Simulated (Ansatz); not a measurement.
# Charge trapping in glassy 65SiO2-32ZnO-3Sc2O3 (mol %) (495 atoms): runs compared

Does an extra electron or hole in glassy 65SiO2-32ZnO-3Sc2O3 (mol %) (495 atoms) stay spread out, or do the atoms trap it?

Computed with Ansatz 0.2.0: Kohn-Sham DFT, PBE, PAW (set soft_2), plane waves.

### Step 1. The cell as built

The cell holds 495 atoms: 118 Si, 58 Zn, 10 Sc and 309 O. Its edges and angles: a = 18.785 Å, b = 18.785 Å, c = 18.785 Å, α = 90.0°, β = 90.0°, γ = 90.0°. 495 atoms (118 Si, 58 Zn, 10 Sc, 309 O) placed at random at 2.92 g/cm³, melted at 4000 K for 10 ps at fixed volume with the Morse and Coulomb pair potential with partial charges (Pedone, Malavasi, Menziani, Cormack and Segre, J. Phys. Chem. B 110, 11780 (2006)). Quenched from 4000 K to 300 K at 200 K/ps and fixed volume, held 10 ps at zero pressure.

Limits known from the start: The quench rate of 200 K/ps is many orders above laboratory rates, so the cell is likely richer in defects and strain than a real sample. The starting topology of bonds comes from the classical model, and needn't be the one that DFT or experiment would give. Only the Γ point is sampled, in a cell whose shortest periodic width is 19 Å.

### Step 2. The reference run

The reference is a single point at the end of the relaxation.

The charged cells start from the geometry of this run, on a uniform background, with spin and a narrow Fermi–Dirac smearing.

Its input, with most atom lines left out:

```yaml
crystal:
  lattice:
    - [18.78538, 0.0, 0.0]
    - [0.0, 18.78538, 0.0]
    - [0.0, 0.0, 18.78538]
  atoms:
    - { symbol: Si, position: [0.60298, 0.63611, 0.09649] }
    - { symbol: Si, position: [0.40416, 0.76012, 0.48397] }
    - { symbol: Si, position: [0.93192, 0.97184, 0.88733] }
    - { symbol: Si, position: [0.13301, 0.98525, 0.3317] }
    - { symbol: Si, position: [0.94744, 0.08387, 0.66659] }
    - { symbol: Si, position: [0.17306, 0.77363, 0.30722] }
    - { symbol: Si, position: [0.84263, 0.44344, 0.39497] }
    [... atom lines 8 to 495 left out ...]
kpoints:
  mp_grid: { grid: [1, 1, 1] }
hamiltonian:
  xc: pbe
scf:
  occupations: { method: fixed }
output:
  forces: true
  stress: true
  populations: true
  dos:
    method: { smearing: { sigma: 0.08 } }
    de: 0.1
    projected: { site_lists: { O: [O], Sc: [Sc], Si: [Si], Zn: [Zn] } }
  eigenvalues: true
  write_density: true
  write_potential: true
  volumetric_format: npy
```

| Quantity | Value |
| --- | --- |
| free energy per atom | -938.6731 eV/atom |
| r.m.s. force component | 0.03234 eV/Å |
| pressure | 1.035 GPa |

Filled and empty levels are parted by 2.25 eV (at Γ alone); a semilocal functional tends to put such gaps too low. In a disordered cell it changes from sample to sample, and tail or defect levels can set it.

### Step 3. The runs

Each row is one run, on 1 × NVIDIA GB200 with 32 threads of Arm Neoverse V2, shared host. The free energy is the program's total, comparable only between runs with the same functional, potentials and atoms; between charge states it hangs on the program's zero of potential.

```csv
run,atoms,outcome,"ionic steps, all passes",free energy (eV),time,host memory (GiB),planned on the GPU (GiB)
Single point at the start,495,converged,-,-464600.278,4.8 s,1.8,30
Relaxation,495,cut at the time limit,34,-464643.187,2.3 min,1.9,-
Single point at the relaxed geometry,495,converged,-,-464643.187,10 s,3.3,30
"An extra electron, atoms held",495,converged,-,-464636.489,29 s,3.4,-
"An extra electron, atoms relaxed",495,converged,14,-464636.932,1.7 min,2.5,-
"An extra electron, levels at the relaxed geometry",495,converged,-,-464636.931,19 s,3.4,-
Neutral at the geometry of the electron,495,converged,-,-464643.548,9.4 s,3.3,30
"An extra hole, atoms held",495,converged,-,-464647.183,29 s,3.4,-
"An extra hole, atoms relaxed",495,converged,13,-464647.765,2.4 min,2.6,-
"An extra hole, levels at the relaxed geometry",495,converged,-,-464647.765,24 s,3.3,-
Neutral at the geometry of the hole,495,converged,-,-464643.354,9.3 s,3.4,30
"HSE06, neutral at the relaxed geometry",495,converged,-,-464674.971,10 min,64,-
```

In some runs the program notes that the exchange-correlation potential is rough where the density is thin, starting moments were not kept, the exchange threshold is loose for the stress and the SCF threshold is loose for the stress.

A closer look about O441, which holds the most spin of the extra hole after relaxation: 8 atoms, nearest first, numbered in the order of the input, with positions taken from that point.

```csv
atom,x,y,z,distance (Å),Löwdin charge (e),moment (μB)
O441,0.00,0.00,0.00,0.00,-1.07,0.22
Zn132,0.24,-1.80,0.28,1.84,1.49,0.02
Zn146,1.12,1.55,0.11,1.91,1.52,0.02
Zn174,-1.45,-0.10,-1.32,1.96,1.52,0.04
O349,-1.24,-2.06,-1.09,2.64,-0.99,0.03
O485,-1.86,0.15,2.13,2.83,-0.79,0.01
O380,-0.99,1.69,-2.05,2.84,-0.86,0.01
O423,-0.34,2.81,0.45,2.87,-0.87,0.00
```

### Step 4. Energies and spread of the extra charge

Energies are differences within one cell and functional; the shift is the gain plus the neutral cell's energy at the new geometry, that is how much cheaper the vertical process becomes there. The spread is the participation number of the site moments (1/Σw², over the spin inside atomic spheres), with the atom that holds the largest share and the spin that the spheres hold in all.

```csv
carrier,"charged less neutral, atoms held (eV)",gain on relaxing (eV),"neutral cell at that geometry, less the reference (eV)",shift of the vertical energy (eV),"spread, atoms held","spread, relaxed"
electron,6.698,0.443,-0.361,0.082,-,-
hole,-3.996,0.582,-0.167,0.414,18; O441 17 % of 0.79 μB,8; O441 27 % of 0.81 μB
```

### Step 5. Outcome

The cell with the extra electron gains 0.44 eV on relaxing, but the reference isn't at a minimum: the neutral cell itself lies 0.36 eV lower at the new geometry, which leaves a shift of 0.082 eV. The cell with the electron keeps a moment of only 0.00 μB where one unpaired electron should give 1 μB: the carrier is shared between both spins, which can hide trapping. The cell with the extra hole gains 0.58 eV on relaxing, but the reference isn't at a minimum: the neutral cell itself lies 0.17 eV lower at the new geometry, which leaves a shift of 0.41 eV. The spin goes from about 18 to 8 atoms, so the hole localises, with the largest share on O441. HSE06 puts the gap of the neutral cell at 3.98 eV, against 2.25 eV. Adding the two vertical energies gives 2.70 eV, against a gap of 2.25 eV in the neutral cell. The zero of the potential cancels in this sum; the excess isn't taken apart here: charging of a small cell, filling of bands on a coarse mesh and the attraction to the background can all enter.

**Limits.** Single energies of charged cells hang on the program's zero of potential. In the spin-polarised runs the search for a state of lower energy was switched off. No distortion was seeded, so a trapped state behind a barrier can't be found. Local and semilocal functionals favour spread-out charges, so trapping can be missed. Charged cells carry a uniform background, with no correction for images.

The DFT runs together took 19 min of wall time.

[Logs are printed without paths, hosts, clocks, repeated set-up lines and the standing remarks that a program may print on its own settings, such as how far it seeks lower states.]

[Hosts, paths, dates, database ids (printed as entryN), source tags and the programs' standing remarks are cut or masked in the printed files.]
